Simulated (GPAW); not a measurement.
# Quasiparticle gap of Cl (Cmce) in GPAW

How does a plane-wave GW calculation on Cl (Cmce) run from the first input to the gap?

Program: GPAW 26.7.0. Level of theory: PBE and many-body steps on it, plane waves. Results are calculated unless marked as measured.

### Step 1. Starting point

The structure is orthorhombic, space group Cmce (No. 64). Conventional cell: a = 6.290 Å, b = 4.500 Å, c = 8.210 Å, α = 90.00°, β = 90.00°, γ = 90.00°. Nearest to Cl lie 1 Cl at 2.02 Å.

The cell and positions come from the Crystallography Open Database and are kept as given unless a step says otherwise.

### Step 2. Ground state

This step: GPAW 26.7.0; DFT, PBE, plane waves, PAW.

The ground-state density comes first.

File run.py:

```python
import json
import numpy as np
from gpaw.mpi import world
from ase import Atoms
from gpaw import GPAW, PW, FermiDirac

atoms = Atoms(['Cl', 'Cl', 'Cl', 'Cl'],
    cell=[[3.1450000000, -2.2500000000, 0.0000000000],
      [3.1450000000, 2.2500000000, 0.0000000000],
      [0.0000000000, 0.0000000000, 8.2100000000]],
    scaled_positions=[[0.8700000000, 0.1300000000, 0.1000000000],
      [0.6300000000, 0.3700000000, 0.6000000000],
      [0.1300000000, 0.8700000000, 0.9000000000],
      [0.3700000000, 0.6300000000, 0.4000000000]],
    pbc=(True, True, True))
calc = GPAW(mode=PW(450),
    xc='PBE',
    kpts={'size': (6, 6, 4), 'gamma': True},
    occupations=FermiDirac(0.001),
    nbands=-8,
    convergence={'density': 1e-6, 'bands': -3},
    maxiter=100,
    txt='gs.txt')
atoms.calc = calc
res = {'energy': atoms.get_potential_energy()}
kpts = calc.get_ibz_k_points()
res['kpts'] = kpts
res['eigenvalues'] = [calc.get_eigenvalues(kpt=k) for k in range(len(kpts))]
res['n_electrons'] = calc.get_number_of_electrons()
calc.write('gs.gpw')

if world.rank == 0:
    with open('result.json', 'w') as f:
        json.dump(res, f, default=lambda x: x.tolist())
```

Run with:

```console
> mpirun -n 4 gpaw python run.py
```

Numbers of over 12 decimals in the logs are rounded to 6 here.

The program printed:

```text
__  _  _
 | _ |_)|_||  |
 |__||  | ||/\| - 26.7.0

Input parameters:
  mode=PW(ecut=450.000000),
  convergence={'density': 1e-06, 'bands': -3},
  kpts=MonkhorstPack(size=(6, 6, 4), gamma=True),
  maxiter=100,
  nbands=-8,
  occupations=Occupations(name='fermi-dirac', width=0.001, fixmagmom=False),
  xc=XC(name='PBE')
  [... matrices ...]
Diagonalizing LCAO Hamiltonian
Converting LCAO to pw mode

          Cl

        Cl

         Cl

       Cl

Atoms  # Å, Bohr magnetons
|   | symbol |        x |         y |        z |    initial magnetic moments |
| 0 |     Cl | 3.145000 | -1.665000 | 0.821000 | ( 0.0000,  0.0000,  0.0000) |
| 1 |     Cl | 3.145000 | -0.585000 | 4.926000 | ( 0.0000,  0.0000,  0.0000) |
| 2 |     Cl | 3.145000 |  1.665000 | 7.389000 | ( 0.0000,  0.0000,  0.0000) |
| 3 |     Cl | 3.145000 |  0.585000 | 3.284000 | ( 0.0000,  0.0000,  0.0000) |

Unit cell  # Å
| periodic |        x |         y |        z |  lengths |    angles |
|      yes | 3.145000 | -2.250000 | 0.000000 | 3.866979 | 90.000000 |
|      yes | 3.145000 |  2.250000 | 0.000000 | 3.866979 | 90.000000 |
|      yes | 0.000000 |  0.000000 | 8.210000 | 8.210000 | 71.161476 |

Number of symmetries: 4
Symmetry operations  # r_c * U_cc + t_c -> r_c
|   | kind |            matrix            |
| 0 |  E   |  1, 0, 0,  0, 1, 0,  0, 0, 1 |
| 1 |  C2  |  0, 1, 0,  1, 0, 0,  0, 0,-1 |
| 2 |  σ   |  0,-1, 0, -1, 0, 0,  0, 0, 1 |
| 3 |  i   | -1, 0, 0,  0,-1, 0,  0, 0,-1 |

BZ-sampling:
  Number of BZ points: 144
  Number of IBZ points: 47

  Monkhorst-Pack size: [6, 6, 4]
  Monkhorst-Pack shift: [0.083333, 0.083333, 0.125]

K-points  # in reciprocal-cell coordinates
|     |                                coordinates |     weight |
|   0 | (  0.00000000,   0.00000000,   0.00000000) | 0.00694444 |
|   1 | (  0.00000000,   0.00000000,   0.25000000) | 0.01388889 |
|   2 | (  0.00000000,   0.00000000,   0.50000000) | 0.00694444 |
|   3 | (  0.16666667,  -0.16666667,  -0.25000000) | 0.01388889 |
|   4 | (  0.16666667,  -0.16666667,   0.00000000) | 0.01388889 |
|   5 | (  0.16666667,  -0.16666667,   0.25000000) | 0.01388889 |
|   6 | (  0.16666667,  -0.16666667,   0.50000000) | 0.01388889 |
|   7 | (  0.16666667,   0.00000000,  -0.25000000) | 0.02777778 |
|   8 | (  0.16666667,   0.00000000,   0.00000000) | 0.02777778 |
|   9 | (  0.16666667,   0.00000000,   0.25000000) | 0.02777778 |
| ... |                                            |            |
|  46 | (  0.50000000,   0.50000000,   0.50000000) | 0.00694444 |

Plane wave coefficients: 2544
Cutoff: 450.000000 eV

Spin-components: 1 (collinear spins)
Bands:           22
Projectors:      20
Spin-degeneracy: 2
Datatype:        complex128

  Storage: CPU
  Wave functions: 41_707_424 bytes (10_426_856 per core)
  Projectors: 34_124_256 bytes (8_531_064 per core)
  [... matrices ...]
Parallelization:
  kpt:    4
  domain: 1
  band:   1

Density:
  Valence electrons: 28.0
  Components: 1
  Grid points: [20 20 42]
  Charge: 0.0  # |e|

Potential:
  Grid points: [20 20 42]

species:
  Cl:
    name:    Chlorine
    Z:       17.0
    valence: 7
    core:    10
    charge:  0.0  # [|e|]
    compensation charges:
      type: gauss
      rc: 0.25  # [Å]
      lmax: 2
    cutoffs:
      filter: 1.40  # [Å]
      core: 1.49  # [Å]
    projectors
    | kind |    occ | energy [eV] | rcut [Å] |
    |   3s |  2.000 |     -20.689 |    0.794 |
    |   3p |  5.000 |      -8.594 |    0.794 |
    |    s |        |       6.523 |    0.794 |
    |    p |        |      18.617 |    0.794 |
    |    d |        |       0.000 |    0.794 |

    Using partial waves for Cl as LCAO basis

Reference energy: -50219.797583  # eV

eigensolver:
  PPCG
  Converge bands: -3
  niter=2

density mixing:
  MSR1-Mixer
  Pratt-step length: 0.05
  Maximum mixing coefficient: 0.75
  Old densities: 10
  SVD Regularization: 0.005
  Good broyden scale: 1.0
  Trust region scale: 1.0
  Backstep threshold: 4.0
  History deletion threshold: 6.0
  Fourier metric: weight=20.0, sigma=0.015

occupation numbers:
  Fermi-Dirac:
    width: 0.0010  # eV

poisson solver:
  ecut: 3600.000000  # eV

xc functional:
  name: PBE with 2 nearest neighbor stencil

Initialization done in: 1.519 s

convergence criteria:
- Maximum integral of absolute [dens]ity change: 1e-06 electrons / valence electron
- Maximum [total energy] change in last 3 cyles: 0.0005 eV / valence electron
- Maximum integral of absolute [eigenst]ate change: 4e-08 eV^2 / valence electron
maximum number of iterations: 100

SCF iterations
|iter     |     time |      energy | eigst |  dens |
|iter:   1|  |   -7.529850 | +1.49 |       |
|iter:   2|  |   -7.501917 | +0.28 | -1.06 |
|iter:   3|  |   -7.064082 | -0.42 | -1.09 |
|iter:   4|  |   -7.033210 | -1.00 | -1.65 |
|iter:   5|  |   -7.033182 | -1.75 | -2.34 |
|iter:   6|  |   -7.033390c| -2.28 | -2.65 |
|iter:   7|  |   -7.033407c| -2.81 | -3.29 |
|iter:   8|  |   -7.033407c| -3.13 | -4.16 |
|iter:   9|  |   -7.033407c| -3.61 | -4.59 |
|iter:  10|  |   -7.033407c| -3.82 | -5.30 |
|iter:  11|  |   -7.033407c| -4.23 | -5.79 |
|iter:  12|  |   -7.033407c| -4.61 | -6.37c|
|iter:  13|  |   -7.033407c| -5.00 | -7.05c|
|iter:  14|  |   -7.033407c| -5.36 | -7.76c|
|iter:  15|  |   -7.033407c| -5.69 | -8.25c|
|iter:  16|  |   -7.033407c| -5.98 | -8.83c|
|iter:  17|  |   -7.033407c| -6.36 | -9.37c|
|iter:  18|  |   -7.033407c| -6.83 | -9.66c|
|iter:  19|  |   -7.033407c| -7.14 | -9.95c|
|iter:  20|  |   -7.033407c| -7.49c|-10.21c|

Converged in 20 steps
SCF loop duration: 10.803 s (0.540 s/step)
Energy contributions relative to reference atoms: (reference = -50219.797583)
  [... matrices ...]
Energy contributions:
  Kinetic:           6.924372
  Coulomb:          -5.472800
  Zero:              0.004826
  External:          0.000000
  Xc:               -8.489805
  Entropy:          -0.000000
  Spinorbit:         0.000000
  ----------------------------
  Free energy:      -7.033407
  Extrapolated:     -7.033407

dipole moment: (0.000015, -0.000000, 0.000019)  # |e|*Ang

Fermi level: 1.335
Eigenvalues  # (at kpt = [0.000, 0.000, 0.000])
| band index |      eig [eV] | occ [0-2] |
|          0 |       -16.814 |     2.000 |
|        ... |               |           |
|          6 |        -2.831 |     2.000 |
|          7 |        -2.707 |     2.000 |
|          8 |        -2.365 |     2.000 |
|          9 |        -2.357 |     2.000 |
|         10 |        -0.910 |     2.000 |
|         11 |        -0.613 |     2.000 |
|         12 |        -0.359 |     2.000 |
|         13 |        -0.269 |     2.000 |
|         14 |         2.278 |     0.000 |
|         15 |         2.843 |     0.000 |
|         16 |         6.723 |     0.000 |
|         17 |         7.326 |     0.000 |
|         18 |         8.545 |     0.000 |
|         19 |         9.849 |     0.000 |
|         20 |         9.880 |     0.000 |
|         21 |        10.764 |     0.000 |

Gap: 2.490 eV
Transition (v -> c):
  (s=0, k=44, n=13, [0.50, 0.50, 0.00]) -> (s=0, k=0, n=14, [0.00, 0.00, 0.00])
Direct/indirect transitions are different
Direct gap: 2.547 eV
Transition at: (s=0, k=0, n=13, [0.00, 0.00, 0.00])
# Writing to gs.gpw (mode='')
  [... matrices ...]
```

Elapsed: 14 s, on 4 MPI ranks of Intel Xeon Platinum 8488C (Sapphire Rapids), shared host; peak memory 0.73 GiB; 55 s of CPU time.

Numbers from this step:

| Quantity | Value |
| --- | --- |
| total energy | -7.033 eV |
| gap | 2.490 eV |
| k of the valence top | 0.5, 0.5, 0 |
| k of the conduction bottom | 0, 0, 0 |
| least direct gap | 2.547 eV |

The gap is indirect, with the least direct gap 0.06 eV higher.

### Step 3. Bands along the symmetry lines

The cheap functional maps the bands first; the places of the edges decide which points the dearer methods must see.

File run.py:

```python
import json
import numpy as np
from gpaw.mpi import world
from gpaw import GPAW

path = [[0.000000, 0.000000, 0.000000],
    [0.062500, 0.062500, 0.000000],
    [0.125000, 0.125000, 0.000000],
    [0.187500, 0.187500, 0.000000],
    [0.250000, 0.250000, 0.000000],
    [0.312500, 0.312500, 0.000000],
    [0.375000, 0.375000, 0.000000],
    [0.437500, 0.437500, 0.000000],
    [0.500000, 0.500000, 0.000000],
    [0.484745, 0.515255, 0.000000],
    [0.469489, 0.530511, 0.000000],
    [0.454234, 0.545766, 0.000000],
    [0.438978, 0.561022, 0.000000],
    [0.423723, 0.576277, 0.000000],
    [0.408468, 0.591532, 0.000000],
    [0.393212, 0.606788, 0.000000],
    [0.377957, 0.622043, 0.000000],
    [-0.377957, 0.377957, 0.000000],
    [-0.330712, 0.330712, 0.000000],
    [-0.283468, 0.283468, 0.000000],
    [-0.236223, 0.236223, 0.000000],
    [-0.188978, 0.188978, 0.000000],
    [-0.141734, 0.141734, 0.000000],
    [-0.094489, 0.094489, 0.000000],
    [-0.047245, 0.047245, 0.000000],
    [0.000000, 0.000000, 0.000000],
    [0.000000, 0.000000, 0.062500],
    [0.000000, 0.000000, 0.125000],
    [0.000000, 0.000000, 0.187500],
    [0.000000, 0.000000, 0.250000],
    [0.000000, 0.000000, 0.312500],
    [0.000000, 0.000000, 0.375000],
    [0.000000, 0.000000, 0.437500],
    [0.000000, 0.000000, 0.500000],
    [-0.047245, 0.047245, 0.500000],
    [-0.094489, 0.094489, 0.500000],
    [-0.141734, 0.141734, 0.500000],
    [-0.188978, 0.188978, 0.500000],
    [-0.236223, 0.236223, 0.500000],
    [-0.283468, 0.283468, 0.500000],
    [-0.330712, 0.330712, 0.500000],
    [-0.377957, 0.377957, 0.500000],
    [0.377957, 0.622043, 0.500000],
    [0.393212, 0.606788, 0.500000],
    [0.408468, 0.591532, 0.500000],
    [0.423723, 0.576277, 0.500000],
    [0.438978, 0.561022, 0.500000],
    [0.454234, 0.545766, 0.500000],
    [0.469489, 0.530511, 0.500000],
    [0.484745, 0.515255, 0.500000],
    [0.500000, 0.500000, 0.500000],
    [0.500000, 0.500000, 0.437500],
    [0.500000, 0.500000, 0.375000],
    [0.500000, 0.500000, 0.312500],
    [0.500000, 0.500000, 0.250000],
    [0.500000, 0.500000, 0.187500],
    [0.500000, 0.500000, 0.125000],
    [0.500000, 0.500000, 0.062500],
    [0.500000, 0.500000, 0.000000],
    [0.000000, 0.000000, 0.000000],
    [0.000000, 0.062500, 0.000000],
    [0.000000, 0.125000, 0.000000],
    [0.000000, 0.187500, 0.000000],
    [0.000000, 0.250000, 0.000000],
    [0.000000, 0.312500, 0.000000],
    [0.000000, 0.375000, 0.000000],
    [0.000000, 0.437500, 0.000000],
    [0.000000, 0.500000, 0.000000],
    [0.000000, 0.500000, 0.062500],
    [0.000000, 0.500000, 0.125000],
    [0.000000, 0.500000, 0.187500],
    [0.000000, 0.500000, 0.250000],
    [0.000000, 0.500000, 0.312500],
    [0.000000, 0.500000, 0.375000],
    [0.000000, 0.500000, 0.437500],
    [0.000000, 0.500000, 0.500000],
    [0.000000, 0.437500, 0.500000],
    [0.000000, 0.375000, 0.500000],
    [0.000000, 0.312500, 0.500000],
    [0.000000, 0.250000, 0.500000],
    [0.000000, 0.187500, 0.500000],
    [0.000000, 0.125000, 0.500000],
    [0.000000, 0.062500, 0.500000],
    [0.000000, 0.000000, 0.500000],
    [0.062500, 0.062500, 0.500000],
    [0.125000, 0.125000, 0.500000],
    [0.187500, 0.187500, 0.500000],
    [0.250000, 0.250000, 0.500000],
    [0.312500, 0.312500, 0.500000],
    [0.375000, 0.375000, 0.500000],
    [0.437500, 0.437500, 0.500000],
    [0.500000, 0.500000, 0.500000]]
calc = GPAW('gs.gpw').fixed_density(kpts=path,
    symmetry='off',
    nbands=24,
    convergence={'bands': 20},
    txt='bands.txt')
res = {}
kpts = calc.get_ibz_k_points()
res['kpts'] = kpts
res['eigenvalues'] = [calc.get_eigenvalues(kpt=k) for k in range(len(kpts))]
res['n_electrons'] = calc.get_number_of_electrons()

if world.rank == 0:
    with open('result.json', 'w') as f:
        json.dump(res, f, default=lambda x: x.tolist())
```

Run with:

```console
> mpirun -n 4 gpaw python run.py
```

The program printed:

```text
Diagonalizing LCAO Hamiltonian
Converting LCAO to pw mode
convergence criteria:
- Maximum integral of absolute [eigenst]ate change: 4e-08 eV^2 / valence electron
maximum number of iterations: 100

SCF iterations
|iter     |     time |      energy | eigst |  dens |
|iter:   1|  |             | +1.67 |       |
|iter:   2|  |             | +0.47 |       |
|iter:   3|  |             | -0.40 |       |
[...]
|iter:  16|  |             | -7.01 |       |
|iter:  17|  |             | -7.34 |       |
|iter:  18|  |             | -7.60c|       |
SCF steps: 18
  __  _  _
 | _ |_)|_||  |
 |__||  | ||/\| - 26.7.0

Input parameters:
  mode=PW(ecut=450.000000),
  convergence={'bands': 20},
  gpts=array([20, 20, 42]),
  kpts=KPoints(kpts=array([[ 0.      ,  0.      ,  0.      ],
         [ 0.0625  ,  0.0625  ,  0.      ],
         [ 0.125   ,  0.125   ,  0.      ],
         [ 0.1875  ,  0.1875  ,  0.      ],
[...]
[ 0.484745,  0.515255,  0.      ],
         [ 0.469489,  0.530511,  0.      ],
         [ 0.454234,  0.545766,  0.      ],
[...]
[-0.377957,  0.377957,  0.      ],
         [-0.330712,  0.330712,  0.      ],
         [-0.283468,  0.283468,  0.      ],
[...]
[-0.330712,  0.330712,  0.5     ],
         [-0.377957,  0.377957,  0.5     ],
[...]
[ 0.469489,  0.530511,  0.5     ],
         [ 0.484745,  0.515255,  0.5     ],
[...]
[ 0.375   ,  0.375   ,  0.5     ],
         [ 0.4375  ,  0.4375  ,  0.5     ],
         [ 0.5     ,  0.5     ,  0.5     ]])),
  maxiter=100,
  nbands=24,
  occupations=Occupations(name='fermi-dirac', width=0.001, fixmagmom=False),
  parallel={},
  symmetry=Symmetry(point_group=False, time_reversal=False),
  xc=XC(name='PBE')
  [... matrices ...]
timing:  # [seconds]
  Total: 0.025  # ━━━━━━━━━━━━━━━━━━━━━━━━━━━━━━━━━━━━━━━━━━━━━━━━━━━━━━━━━━━
```

It took 21 s on 4 MPI ranks; peak memory 0.83 GiB; 82 s of CPU time.

This step gave:

| Item | Value |
| --- | --- |
| gap | 2.478 eV |
| k of the valence top | 0.5, 0.5, 0 |
| k of the conduction bottom | -0.0945, 0.0945, 0 |
| least direct gap | 2.536 eV |

The gap is 2.478 eV, −0.012 eV from the run before at this level.

Electronic bands along the path, in eV, zero at the top of the highest filled band:

```tsv
point	band 11	band 12	band 13	band 14	band 15	band 16	band 17	band 18
Γ	-0.70	-0.40	-0.15	-0.06	2.49	3.06	6.94	7.54
halfway	-0.70	-0.45	-0.37	-0.07	2.57	2.90	8.43	8.57
Y	-0.96	-0.89	-0.36	0.00	2.57	2.76	8.59	8.68
halfway	-0.93	-0.81	-0.31	0.00	2.57	2.77	8.39	8.93
F0	-0.84	-0.65	-0.21	-0.01	2.62	2.80	8.54	9.17
jump to Δ0	-0.84	-0.65	-0.21	-0.01	2.62	2.80	8.54	9.17
halfway	-0.39	-0.30	-0.24	-0.05	2.66	3.00	8.24	8.72
Γ	-0.70	-0.40	-0.15	-0.06	2.49	3.06	6.94	7.54
halfway	-0.70	-0.49	-0.13	-0.07	2.53	2.93	7.13	7.59
Z	-0.64	-0.64	-0.10	-0.10	2.69	2.69	7.48	7.48
halfway	-0.22	-0.22	-0.14	-0.14	2.79	2.79	8.33	8.33
B0	-0.40	-0.40	-0.40	-0.40	2.70	2.70	9.22	9.22
jump to G0	-0.40	-0.40	-0.40	-0.40	2.70	2.70	9.22	9.22
halfway	-0.61	-0.61	-0.44	-0.44	2.63	2.63	9.00	9.00
T	-0.70	-0.70	-0.46	-0.46	2.60	2.60	8.95	8.95
halfway	-0.85	-0.80	-0.47	-0.13	2.56	2.70	8.69	8.80
Y	-0.96	-0.89	-0.36	0.00	2.57	2.76	8.59	8.68
jump to Γ	-0.70	-0.40	-0.15	-0.06	2.49	3.06	6.94	7.54
halfway	-0.41	-0.30	-0.25	-0.15	2.56	3.00	7.92	8.19
S	-0.50	-0.50	-0.15	-0.15	2.87	2.87	8.31	8.31
halfway	-0.46	-0.46	-0.08	-0.08	2.82	2.82	8.42	8.42
R	-0.43	-0.43	0.00	0.00	2.77	2.77	8.54	8.54
halfway	-0.39	-0.39	-0.16	-0.16	2.78	2.78	8.07	8.07
Z	-0.64	-0.64	-0.10	-0.10	2.69	2.69	7.48	7.48
halfway	-0.71	-0.71	-0.18	-0.18	2.68	2.68	8.78	8.78
T	-0.70	-0.70	-0.46	-0.46	2.60	2.60	8.95	8.95
```

### Step 4. Empty states on the mesh, 4×4×2 mesh, 76 bands

The sums over transitions need many empty states on a uniform mesh; this step solves for them.

File run.py:

```python
import json
import numpy as np
from gpaw.mpi import world
from gpaw import GPAW

calc = GPAW('gs.gpw').fixed_density(kpts={'size': (4, 4, 2), 'gamma': True},
    nbands=88,
    convergence={'bands': 76},
    txt='nscf.txt')
calc.write('full.gpw', mode='all')
res = {}
kpts = calc.get_ibz_k_points()
res['kpts'] = kpts
res['eigenvalues'] = [calc.get_eigenvalues(kpt=k) for k in range(len(kpts))]
res['n_electrons'] = calc.get_number_of_electrons()

if world.rank == 0:
    with open('result.json', 'w') as f:
        json.dump(res, f, default=lambda x: x.tolist())
```

Run with:

```console
> mpirun -n 4 gpaw python run.py
```

The program printed:

```text
Diagonalizing LCAO Hamiltonian
Converting LCAO to pw mode
convergence criteria:
- Maximum integral of absolute [eigenst]ate change: 4e-08 eV^2 / valence electron
maximum number of iterations: 100

SCF iterations
|iter     |     time |      energy | eigst |  dens |
|iter:   1|  |             | +3.79 |       |
|iter:   2|  |             | +2.62 |       |
|iter:   3|  |             | +1.53 |       |
[...]
|iter:  12|  |             | -6.88 |       |
|iter:  13|  |             | -7.33 |       |
|iter:  14|  |             | -7.83c|       |
SCF steps: 14
  __  _  _
 | _ |_)|_||  |
 |__||  | ||/\| - 26.7.0

Input parameters:
  mode=PW(ecut=450.000000),
  convergence={'bands': 76},
  gpts=array([20, 20, 42]),
  kpts=MonkhorstPack(size=(4, 4, 2), gamma=True),
  maxiter=100,
  nbands=88,
  occupations=Occupations(name='fermi-dirac', width=0.001, fixmagmom=False),
  parallel={},
  xc=XC(name='PBE')
# Writing to full.gpw (mode='all')
  [... matrices ...]

timing:  # [seconds]
  Total: 0.043  # ━━━━━━━━━━━━━━━━━━━━━━━━━━━━━━━━━━━━━━━━━━━━━━━━━━━━━━━━━━━
```

Wall time 14 s (4 MPI ranks); peak memory 0.79 GiB; 55 s of CPU time.

Numbers from this step:

- gap: 2.490 eV
- k of the valence top: 0.5, 0.5, 0
- k of the conduction bottom: 0, 0, 0
- least direct gap: 2.547 eV
- k points computed: 14
- lowest point of the top converged band, above the valence top: 33.66 eV

On this mesh the gap is 2.490 eV.

[end of part 1 of 2]

[Paths, hosts, dates, memory and timing lines, banners, echoed tables and standing remarks are left out of the program output.]

[Logs are printed without paths, hosts, clocks, repeated set-up lines and the standing remarks that a program may print on its own settings, such as how far it seeks lower states.]

[Runs of the session that timed out or met a known fault of the program may be left out.]

[Hosts, paths, dates, database ids (printed as entryN), source tags and the programs' standing remarks are cut or masked in the printed files.]
